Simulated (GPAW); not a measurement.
# Near-edge structure at the F K edge of CuF2 (P2_1/c), part 2 of 3

Aim: the near-edge shape at the F K edge of CuF2 (P2_1/c), and what the core hole does to it.

GPAW 26.7.0; X-ray absorption from dipole matrix elements to empty bands, plane-wave PAW LDA+U.

So far. Step 2 (Ground state of the crystal): The mesh shows a gap of 2.87 eV, so the hole is first treated in a charged cell, without the excited electron. Step 3 (Spectrum without a core hole, F atom 3): Main maxima below 24 eV (height): 0.2 eV (1.35), 5.8 eV (1.38), 7.8 eV (1.94) and 11.4 eV (2.10). A K edge sees empty p states; the first features are F p mixed into the empty d states of the Cu neighbours, and the broad ones above probably into the cations' higher empty bands.

### Step 4. Supercell without a hole, the energy reference

Level of this step: plane-wave PAW DFT, LDA+U, self-consistent field (GPAW).

The photon energy needs a difference of total energies, so the cell and mesh of the coming hole run are first run without a hole.

The input, scf.py:

```python
import numpy as np
from ase import Atoms
from ase.parallel import parprint, paropen
from gpaw import GPAW, PW, FermiDirac, Mixer, MixerDif, setup_paths
from gpaw.test import gen
setup_paths.insert(0, '.')
gen('F', name='nch1s', xcname='LDA', corehole=(1, 0, 0), write_xml=True)
from gpaw.mpi import world
world.barrier()

atoms = Atoms('Cu6F12',
    cell=[[-3.32, -4.54, 0],
     [3.8531317, 0, 4.55893305],
     [-2.7868683, 4.54, 4.55893305]],
    scaled_positions=[[0, 0, 0.5],
     [0.66666667, 0.33333333, 0.16666667],
     [0.33333333, 0.66666667, 0.83333333],
     [0, 0, 0],
     [0.66666667, 0.33333333, 0.66666667],
     [0.33333333, 0.66666667, 0.33333333],
     [0.31466667, 0.28533333, 0.51466667],
     [0.98133333, 0.61866667, 0.18133333],
     [0.648, 0.952, 0.848],
     [0.752, 0.248, 0.452],
     [0.41866667, 0.58133333, 0.11866667],
     [0.08533333, 0.91466667, 0.78533333],
     [0.352, 0.048, 0.152],
     [0.01866667, 0.38133333, 0.81866667],
     [0.68533333, 0.71466667, 0.48533333],
     [0.91466667, 0.08533333, 0.21466667],
     [0.58133333, 0.41866667, 0.88133333],
     [0.248, 0.752, 0.548]],
    magmoms=[1.0, 1.0, 1.0, -1.0, -1.0, -1.0, 0.0, 0.0, 0.0, 0.0, 0.0, 0.0, 0.0, 0.0, 0.0, 0.0, 0.0, 0.0],
    pbc=True)
atoms.calc = calc = GPAW(legacy_gpaw=True, mode=PW(500, force_complex_dtype=True), xc='LDA', setups={'Cu': ':d,5', 6: 'nch1s'},
    kpts={'size': (3, 2, 2), 'gamma': True}, occupations=FermiDirac(0.02),
    charge=0, mixer=MixerDif(0.05, 8, 50), maxiter=150,
    convergence={'density': 0.0001, 'eigenstates': 1e-6}, txt='scf.txt')
energy = atoms.get_potential_energy() + calc.get_reference_energy()
ef = calc.get_fermi_level()
out = dict(energy=energy, fermi=ef, forces=atoms.get_forces().tolist(), magmoms=atoms.get_magnetic_moments().tolist())
parprint(f'all-electron energy {energy:.4f} eV, Fermi level {ef:.4f} eV')
ev = np.array([[calc.get_eigenvalues(k, s) for k in range(len(calc.get_ibz_k_points()))] for s in range(calc.get_number_of_spins())])
out['homo'], out['lumo'], out['counts'] = ev[ev < ef].max(), ev[ev > ef].min(), sorted(set((ev < ef).sum((0, 2)).tolist()))
out['filled'] = (ev[:, 0] < ef).sum(1).tolist()
import json
with paropen('out.json', 'w') as f:
    json.dump(out, f)
```

The run is started by

```
OMP_NUM_THREADS=1 mpirun -n 4 gpaw python scf.py
```

Numbers of over 12 decimals in the logs are rounded to 6 here.

The log of the run:

```text
Input parameters:
  convergence: {density: 0.0001,
                eigenstates: 1e-06}
  kpts: {gamma: True,
         size: (3, 2, 2)}
  maxiter: 150
  mixer: {backend: pulay,
          beta: 0.05,
          method: difference,
          nmaxold: 8,
          weight: 50}
  mode: {ecut: 500.0,
         force_complex_dtype: True,
         name: pw}
  occupations: {fixmagmom: False,
                name: fermi-dirac,
[...]
2s(2) :    -1.089490     1.062936
*s    :    -0.089490
2p(5) :    -0.415007     0.777410
*p    :     0.584993
*d    :     0.000000
--------------------------------

Diagonalizing with gridspacing h=0.050

state   all-electron     PAW
-------------------------------
2s:      -1.089490    -1.091166
2p:      -0.415007    -0.417133
*d:                    0.051257
*f:                    0.077758
-------------------------------
all-electron energy -302176.6580 eV, Fermi level 1.9154 eV
[key lines of the parts left out:]
Converged after 16 iterations.
Dipole moment: (0.000000, 0.000000, -0.000000) |e|*Ang
Free energy:    -82.570247
Fermi level: 1.91542
```

Wall time 83 s (4 MPI ranks of Intel Xeon Platinum 8488C (Sapphire Rapids), shared host); peak memory 0.46 GiB; 5.5 min of CPU time.

Reference energy: -302176.658 eV with the cores included.

### Step 5. Spectrum with FCH, F atom 3

The holes are 5.6 Å apart. In GPAW the data set carries the hole's charge, so charge=0 means a charged cell and charge=-1 a neutral one. The excited electron is left out and a uniform background balances the charge. After the field has converged, empty bands are computed with the density fixed and the dipole matrix elements are summed.

The input, xas.py:

```python
import numpy as np
from ase import Atoms
from ase.parallel import parprint, paropen
from gpaw import GPAW, PW, FermiDirac, Mixer, MixerDif, setup_paths
from gpaw.test import gen
setup_paths.insert(0, '.')
gen('F', name='fch1s', xcname='LDA', corehole=(1, 0, 1), write_xml=True)
from gpaw.mpi import world
world.barrier()

atoms = Atoms('Cu6F12',
    cell=[[-3.32, -4.54, 0],
     [3.8531317, 0, 4.55893305],
     [-2.7868683, 4.54, 4.55893305]],
    scaled_positions=[[0, 0, 0.5],
     [0.66666667, 0.33333333, 0.16666667],
     [0.33333333, 0.66666667, 0.83333333],
     [0, 0, 0],
     [0.66666667, 0.33333333, 0.66666667],
     [0.33333333, 0.66666667, 0.33333333],
     [0.31466667, 0.28533333, 0.51466667],
     [0.98133333, 0.61866667, 0.18133333],
     [0.648, 0.952, 0.848],
     [0.752, 0.248, 0.452],
     [0.41866667, 0.58133333, 0.11866667],
     [0.08533333, 0.91466667, 0.78533333],
     [0.352, 0.048, 0.152],
     [0.01866667, 0.38133333, 0.81866667],
     [0.68533333, 0.71466667, 0.48533333],
     [0.91466667, 0.08533333, 0.21466667],
     [0.58133333, 0.41866667, 0.88133333],
     [0.248, 0.752, 0.548]],
    magmoms=[1.0, 1.0, 1.0, -1.0, -1.0, -1.0, 0.0, 0.0, 0.0, 0.0, 0.0, 0.0, 0.0, 0.0, 0.0, 0.0, 0.0, 0.0],
    pbc=True)
atoms.calc = calc = GPAW(legacy_gpaw=True, mode=PW(500, force_complex_dtype=True), xc='LDA', setups={'Cu': ':d,5', 6: 'fch1s'},
    kpts={'size': (3, 2, 2), 'gamma': True}, occupations=FermiDirac(0.02),
    charge=0, mixer=MixerDif(0.05, 8, 50), maxiter=150,
    convergence={'density': 0.0001, 'eigenstates': 1e-6}, txt='scf.txt')
energy = atoms.get_potential_energy() + calc.get_reference_energy()
ef = calc.get_fermi_level()
out = dict(energy=energy, fermi=ef, forces=atoms.get_forces().tolist(), magmoms=atoms.get_magnetic_moments().tolist())
parprint(f'all-electron energy {energy:.4f} eV, Fermi level {ef:.4f} eV')
ev = np.array([[calc.get_eigenvalues(k, s) for k in range(len(calc.get_ibz_k_points()))] for s in range(calc.get_number_of_spins())])
out['homo'], out['lumo'], out['counts'] = ev[ev < ef].max(), ev[ev > ef].min(), sorted(set((ev < ef).sum((0, 2)).tolist()))
out['filled'] = (ev[:, 0] < ef).sum(1).tolist()

from ase.units import Ha
from gpaw.xas import dipole_matrix_elements
nb = int(calc.get_number_of_electrons() / 2) + 125
top, nb = nb, nb + 8 + nb // 12
nscf = calc.fixed_density(kpts={'size': (3, 3, 3), 'gamma': True}, nbands=nb,
    convergence={'bands': top, 'eigenstates': 5e-3}, maxiter=60, txt='nscf.txt')
cell = atoms.cell.array
ops = [cell.T @ U.T @ np.linalg.inv(cell.T) for U in nscf.wfs.kd.symmetry.op_scc]
filled = [75, 75]  # bands filled in the ground state, by spin
E = np.arange(-6, 34, 0.1)
fwhm = np.interp(E, [4, 25], [0.9, 3.5])
Y, X, zero, highest = 0, 0, 1e9, 1e9
for spin in range(nscf.get_number_of_spins()):
    wfs = nscf.wfs
    mine = wfs.bd.get_slice()  # this rank's bands
    A = dipole_matrix_elements(wfs.setups[6])
    eps = np.zeros((wfs.kd.nibzkpts, nb))
    d = np.zeros((3, A.shape[1], wfs.kd.nibzkpts, nb), complex)
    for kpt in wfs.kpt_u:
        if kpt.s == spin and 6 in kpt.P_ani:
            eps[kpt.k, mine] = kpt.eps_n * Ha
            d[:, :, kpt.k, mine] = (kpt.weight * wfs.nspins / 2) ** 0.5 * np.inner(A, kpt.P_ani[6])
    world.sum(eps)
    world.sum(d)
    T = np.einsum('amkn,bmkn->abkn', d, d.conj()).real
    T = sum(np.einsum('ai,ijkn,bj->abkn', R, T, R) for R in ops) / len(ops)
    empty = np.ones_like(eps, bool) & (np.arange(nb) >= filled[spin])
    zero, highest = min(zero, eps[empty].min()), min(highest, eps[:, top - 1].min())
    lines = [(eps, T, empty)] if spin == 0 else lines + [(eps, T, empty)]
for eps, T, empty in lines:
    f = np.einsum('aakn->akn', T).reshape(3, -1)
    x = eps.ravel() - zero
    w = np.interp(x, E, fwhm) / 2.35482
    g = np.exp(-0.5 * ((E[:, None] - x) / w) ** 2) / (w * (2 * np.pi) ** 0.5)
    Y = Y + (f * empty.ravel()) @ g.T
    X = X + (f * ~empty.ravel()) @ g.T
out.update(E=E.round(2).tolist(), xas=Y.tolist(), xes=X.tolist(), zero=zero, valid=highest - zero, nk=len(eps), nb=nb)
for i in range(0, len(E), 10):
    parprint(f'{E[i]:7.2f}', *(f'{v:10.3e}' for v in Y[:, i]))
import json
with paropen('out.json', 'w') as f:
    json.dump(out, f)
```

The run is started by

```
OMP_NUM_THREADS=1 mpirun -n 4 gpaw python xas.py
```

The log of the run:

```text
Input parameters:
  convergence: {density: 0.0001,
                eigenstates: 1e-06}
  kpts: {gamma: True,
         size: (3, 2, 2)}
  maxiter: 150
  mixer: {backend: pulay,
          beta: 0.05,
          method: difference,
          nmaxold: 8,
          weight: 50}
  mode: {ecut: 500.0,
         force_complex_dtype: True,
         name: pw}
  occupations: {fixmagmom: False,
                name: fermi-dirac,
                width: 0.02}
  setups: {6: fch1s,
           Cu: :d,5}

Initialize ...

[... PAW data sets ...]

Reference energy: -301390.766897  # eV

Spin-polarized calculation.
Initial magnetic moment: 0.000000

[... convergence settings ...]
Symmetries present (total): 1
  [... symmetry matrices ...]

12 k-points: 3 x 2 x 2 Monkhorst-Pack grid + [0.000000,1/4,1/4]
8 k-points in the irreducible part of the Brillouin zone
       k-points in crystal coordinates                weights
   0:     0.00000000    0.00000000    0.00000000          1/12
   1:     0.00000000    0.00000000    0.50000000          1/12
   2:     0.00000000    0.50000000    0.00000000          1/12
   3:     0.00000000    0.50000000    0.50000000          1/12
   4:     0.33333333    0.00000000    0.00000000          2/12
   5:     0.33333333    0.00000000    0.50000000          2/12
   6:     0.33333333    0.50000000    0.00000000          2/12
   7:     0.33333333    0.50000000    0.50000000          2/12

Wave functions: Plane wave expansion
  Cutoff energy: 500.000 eV
  Number of coefficients (min, max): 5220, 5250
  Pulay-stress correction: 0.000000 eV/Ang^3 (de/decut=0.000000)
  Using FFTW library
  Wavefunction extrapolation:
    Improved wavefunction reuse through dual PAW basis

Occupation numbers: Fermi-Dirac:
  width: 0.0200  # eV

Eigensolver
   Davidson(niter=2)

Densities:
  Coarse grid: 30*32*40 grid
  Fine grid: 60*64*80 grid
  Total Charge: 1.000000

Density mixing:
  Method: difference
  Backend: pulay
  Linear mixing parameter: 0.05
  old densities: 8
  Width of damping distribution: 1.1
  Damping of long wavelength oscillations: 50

[... Hamiltonian set-up ...]
Number of atoms: 18
Number of atomic orbitals: 102
Number of bands in calculation: 94
Number of valence electrons: 150
Bands to converge: occupied

... initialized

Initializing position-dependent things.

Density initialized from atomic densities
Creating initial wave functions:
  94 bands from LCAO basis set

                F     F
                 Cu
                  F
            F       F

           Cu  F   Cu
               F
                Cu
          F       F
            F
             Cu
        F         Cu

Atomic positions and initial magnetic moments

Positions:
   0 Cu    -1.393434    2.270000    2.279467    ( 0.0000,  0.0000,  1.0000)
   1 Cu    -1.393434   -2.270000    2.279467    ( 0.0000,  0.0000,  1.0000)
   2 Cu    -0.860302    2.270000    6.838400    ( 0.0000,  0.0000,  1.0000)
   3 Cu     0.000000    0.000000    0.000000    ( 0.0000,  0.0000, -1.0000)
   4 Cu    -2.786868    0.000000    4.558933    ( 0.0000,  0.0000, -1.0000)
   5 Cu     0.533132   -0.000000    4.558933    ( 0.0000,  0.0000, -1.0000)
   6 F     -1.379575    0.908000    3.647146    ( 0.0000,  0.0000,  0.0000)
[...]
15 F     -3.306141   -3.178000    1.367680    ( 0.0000,  0.0000,  0.0000)
  16 F     -2.773009    1.362000    5.926613    ( 0.0000,  0.0000,  0.0000)
  17 F      0.546991    1.362000    5.926613    ( 0.0000,  0.0000,  0.0000)

Unit cell:
           periodic     x           y           z      points  spacing
  1. axis:    yes   -3.320000   -4.540000    0.000000    30     0.1691
  2. axis:    yes    3.853132    0.000000    4.558933    32     0.1706
  3. axis:    yes   -2.786868    4.540000    4.558933    40     0.1660

  Lengths:   5.624411   5.969128   7.011569
  Angles:   76.112064 106.740751 112.397758

[...]
Converged after 44 iterations.

Dipole moment: (-0.145386, 0.379829, -0.392348) |e|*Ang

Total magnetic moment: (0.000000, 0.000000, 0.000000)
Local magnetic moments:
   0 Cu ( 0.000000,  0.000000,  0.805634)
   1 Cu ( 0.000000,  0.000000,  0.812485)
   2 Cu ( 0.000000,  0.000000,  0.809930)
   3 Cu ( 0.000000,  0.000000, -0.815506)
   4 Cu ( 0.000000,  0.000000, -0.793809)
   5 Cu ( 0.000000,  0.000000, -0.787880)
   6 F  ( 0.000000,  0.000000, -0.100579)
   7 F  ( 0.000000,  0.000000, -0.003839)
   8 F  ( 0.000000,  0.000000,  0.000701)
   9 F  ( 0.000000,  0.000000, -0.001415)
  10 F  ( 0.000000,  0.000000, -0.008230)
  11 F  ( 0.000000,  0.000000,  0.010003)
  12 F  ( 0.000000,  0.000000,  0.002281)
  13 F  ( 0.000000,  0.000000, -0.012439)
  14 F  ( 0.000000,  0.000000,  0.000903)
  15 F  ( 0.000000,  0.000000,  0.010580)
  16 F  ( 0.000000,  0.000000, -0.011950)
  17 F  ( 0.000000,  0.000000,  0.001028)

Energy contributions relative to reference atoms: (reference = -301390.766897)

Kinetic:        +62.942445
Potential:      -87.205262
External:        +0.000000
XC:             -89.328666
Entropy (-ST):   +0.000000
Local:           +2.645932
SIC:             +0.000000
--------------------------
Free energy:   -110.945550
Extrapolated:  -110.945550

Spin contamination: 4.156582 electrons
Showing only first 2 kpts
                      Up                     Down
 Kpt  Band  Eigenvalues  Occupancy  Eigenvalues  Occupancy
  0    73      0.36122    1.00000      0.56465    1.00000
  0    74      0.60949    1.00000      0.71548    1.00000
  0    75      3.05296    0.00000      2.76811    0.00000
  0    76      3.83249    0.00000      3.90821    0.00000

  1    73      0.11482    1.00000      0.35532    1.00000
  1    74      0.50648    1.00000      0.62366    1.00000
  1    75      3.00775    0.00000      2.72395    0.00000
  1    76      3.79773    0.00000      3.95909    0.00000

Fermi level: 1.66639

Gap: 1.979 eV
Transition (v -> c):
  (s=1, k=2, n=74, [0.00, 0.50, 0.00]) -> (s=1, k=1, n=75, [0.00, 0.00, 0.50])
Direct/indirect transitions are different
Direct gap: 2.053 eV
Transition at: (s=1, k=0, n=74, [0.00, 0.00, 0.00])

Forces in eV/Ang:
  0 Cu   -0.04174    2.24818   -2.34141
  1 Cu    0.22814   -0.21151   -0.18365
  2 Cu   -0.17372    0.18956    0.27521
  3 Cu   -0.03387    0.04508   -0.02059
  4 Cu   -2.48961   -1.50972    1.85604
  5 Cu    1.62899   -0.85870    0.51307
  6 F     0.95792   -0.05782    0.06119
[...]
15 F    -0.50936    0.13963    0.53234
 16 F     0.35725   -0.50308   -0.78135
 17 F     0.25836   -0.19945   -0.13601
Scalar-relativistic atomic LDA calculation for F (Fluorine, Z=9)
Core hole in 1s state (1s occupation: 1.0)
300 radial gridpoints.
|------------------------------------------------|
|------------------------------------------------|
[... the atom generator's iteration count ...]

Energy contributions:
-------------------------
Kinetic:      +73.074518
XC:            -7.529720
Potential:   -138.883139
-------------------------
Total:        -73.338341

state      eigenvalue         ekin         rmax
-----------------------------------------------
1s^1.0 :   -27.508849    38.870947        0.112
2s^2.0 :    -1.877741     5.094802        0.712
2p^5.0 :    -1.212468     4.802793        0.605
-----------------------------------------------
(units: Bohr and Hartree)

Generating PAW setup
Kinetic energy of the core from tauc = 38.910803
Cutoffs:
rc(s)=1.200
rc(p)=1.200
rc(d)=1.200
rc(vbar)=1.080
rc(comp)=1.200
rc(nct)=1.200

Kinetic energy of the core states: 38.870947
Charge: 1.0
Core electrons: 1.0
Valence electrons: 7.0
Pseudo-core charge: 0.000102
Shape function alpha=6.944
Pseudo-electron charge 5.398325
state    eigenvalue         norm
--------------------------------
2s(2) :    -1.877741     1.039630
*s    :    -0.877741
2p(5) :    -1.212468     0.663793
*p    :    -0.212468
*d    :     0.000000
--------------------------------

Diagonalizing with gridspacing h=0.050

state   all-electron     PAW
-------------------------------
2s:      -1.877741    -1.879888
2p:      -1.212468    -1.215269
*d:                   -0.058611
*f:                   -0.013370
-------------------------------
all-electron energy -301501.7124 eV, Fermi level 1.6664 eV
  -6.00  1.898e-62  4.516e-60  4.776e-60
  -5.00  1.460e-45  1.144e-43  1.205e-43
  -4.00  1.318e-31  3.412e-30  3.564e-30
  -3.00  1.349e-20  1.281e-19  1.322e-19
  -2.00  1.551e-12  6.397e-12  6.521e-12
  -1.00  2.008e-07  4.278e-07  4.323e-07
  -0.00  2.967e-05  3.728e-05  3.767e-05
[...]
31.00  6.722e-05  6.352e-05  6.096e-05
  32.00  6.206e-05  6.582e-05  6.322e-05
  33.00  5.810e-05  7.050e-05  6.741e-05
```

Run time: 4.1 min. Hardware: 4 MPI ranks; peak memory 0.74 GiB; 17 min of CPU time.

The F K spectrum, F atom 3, full core hole (charged cell) (energy from the lowest empty level; intensity scaled to a mean of 1 over the first 20 eV; polarised curves are means over the symmetry-equivalent atoms):

```csv
E (eV),isotropic,ε ∥ x,ε ∥ y,ε ∥ z
-2.0,0.00,0.00,0.00,0.00
-1.5,0.00,0.00,0.00,0.00
-1.0,0.01,0.00,0.01,0.01
-0.5,0.14,0.10,0.16,0.16
0.0,0.61,0.52,0.66,0.66
0.5,0.51,0.51,0.51,0.52
1.0,0.11,0.12,0.10,0.12
1.5,0.05,0.04,0.05,0.06
2.0,0.02,0.01,0.02,0.02
2.5,0.02,0.02,0.02,0.02
3.0,0.10,0.10,0.10,0.09
3.5,0.18,0.21,0.19,0.14
4.0,0.23,0.28,0.23,0.18
4.5,0.57,0.63,0.52,0.56
5.0,1.34,1.50,1.21,1.30
5.5,1.90,2.32,1.76,1.63
6.0,2.04,2.68,1.74,1.70
6.5,2.08,2.93,1.59,1.72
7.0,2.05,2.84,1.65,1.64
7.5,1.88,2.40,1.64,1.61
8.0,1.74,2.04,1.54,1.63
8.5,1.61,1.79,1.49,1.56
9.0,1.38,1.47,1.37,1.30
9.5,1.16,1.12,1.25,1.11
10.0,1.20,0.91,1.39,1.29
10.5,1.57,0.92,1.89,1.90
11.0,1.99,0.98,2.46,2.53
11.5,2.10,0.99,2.61,2.70
12.0,1.84,0.94,2.24,2.34
12.5,1.45,0.87,1.70,1.79
13.0,1.17,0.82,1.32,1.38
13.5,1.03,0.80,1.16,1.15
14.0,0.96,0.79,1.08,1.00
14.5,0.87,0.76,0.99,0.86
15.0,0.77,0.74,0.86,0.72
15.5,0.68,0.72,0.72,0.62
16.0,0.62,0.70,0.61,0.55
16.5,0.58,0.68,0.53,0.51
17.0,0.55,0.66,0.49,0.50
17.5,0.55,0.65,0.48,0.51
18.0,0.56,0.65,0.49,0.53
18.5,0.57,0.66,0.51,0.55
19.0,0.59,0.67,0.54,0.57
19.5,0.62,0.69,0.58,0.60
20.0,0.68,0.74,0.64,0.65
20.5,0.75,0.83,0.72,0.71
21.0,0.85,0.94,0.80,0.79
21.5,0.94,1.06,0.88,0.88
22.0,1.02,1.16,0.93,0.97
22.5,1.08,1.23,0.96,1.04
23.0,1.12,1.28,0.98,1.10
23.5,1.15,1.30,1.00,1.15
24.0,1.16,1.30,1.02,1.17
24.5,1.17,1.29,1.05,1.18
25.0,1.17,1.27,1.08,1.16
25.5,1.16,1.25,1.09,1.13
26.0,1.14,1.24,1.09,1.07
26.5,1.11,1.24,1.07,1.02
27.0,1.09,1.25,1.04,0.96
27.5,1.07,1.27,1.02,0.93
28.0,1.07,1.28,1.01,0.92
28.5,1.08,1.29,1.01,0.93
29.0,1.10,1.29,1.03,0.96
29.5,1.11,1.28,1.06,1.00
30.0,1.12,1.26,1.08,1.03
30.5,1.13,1.23,1.10,1.05
31.0,1.13,1.18,1.12,1.07
31.5,1.12,1.14,1.13,1.09
32.0,1.12,1.09,1.16,1.11
```

Main maxima below 24 eV (height): 0.2 eV (0.69), 6.6 eV (2.08) and 11.4 eV (2.11). 

The hole costs E(hole) − E(ground) = 674.95 eV, and the lowest empty level of the hole cell on the spectrum's mesh lies at 2.73 eV, which puts the zero at 677.68 eV.

[end of part 2 of 3]

[Banner, clock and machine lines of the logs are left out without a mark of their own.]

[Logs are printed without paths, hosts, clocks, repeated set-up lines and the standing remarks that a program may print on its own settings, such as how far it seeks lower states.]

[Hosts, paths, dates, database ids (printed as entryN), source tags and the programs' standing remarks are cut or masked in the printed files.]

[Lists of maxima count a maximum above −3 eV only where it reaches 4 % of the highest in the window and stands out from its surroundings by 2 % of it (1.5 % where it reaches 55 %); shoulders and weaker maxima are passed over, and of the rest the first, up to two pre-edge ones and the few strongest are named.]
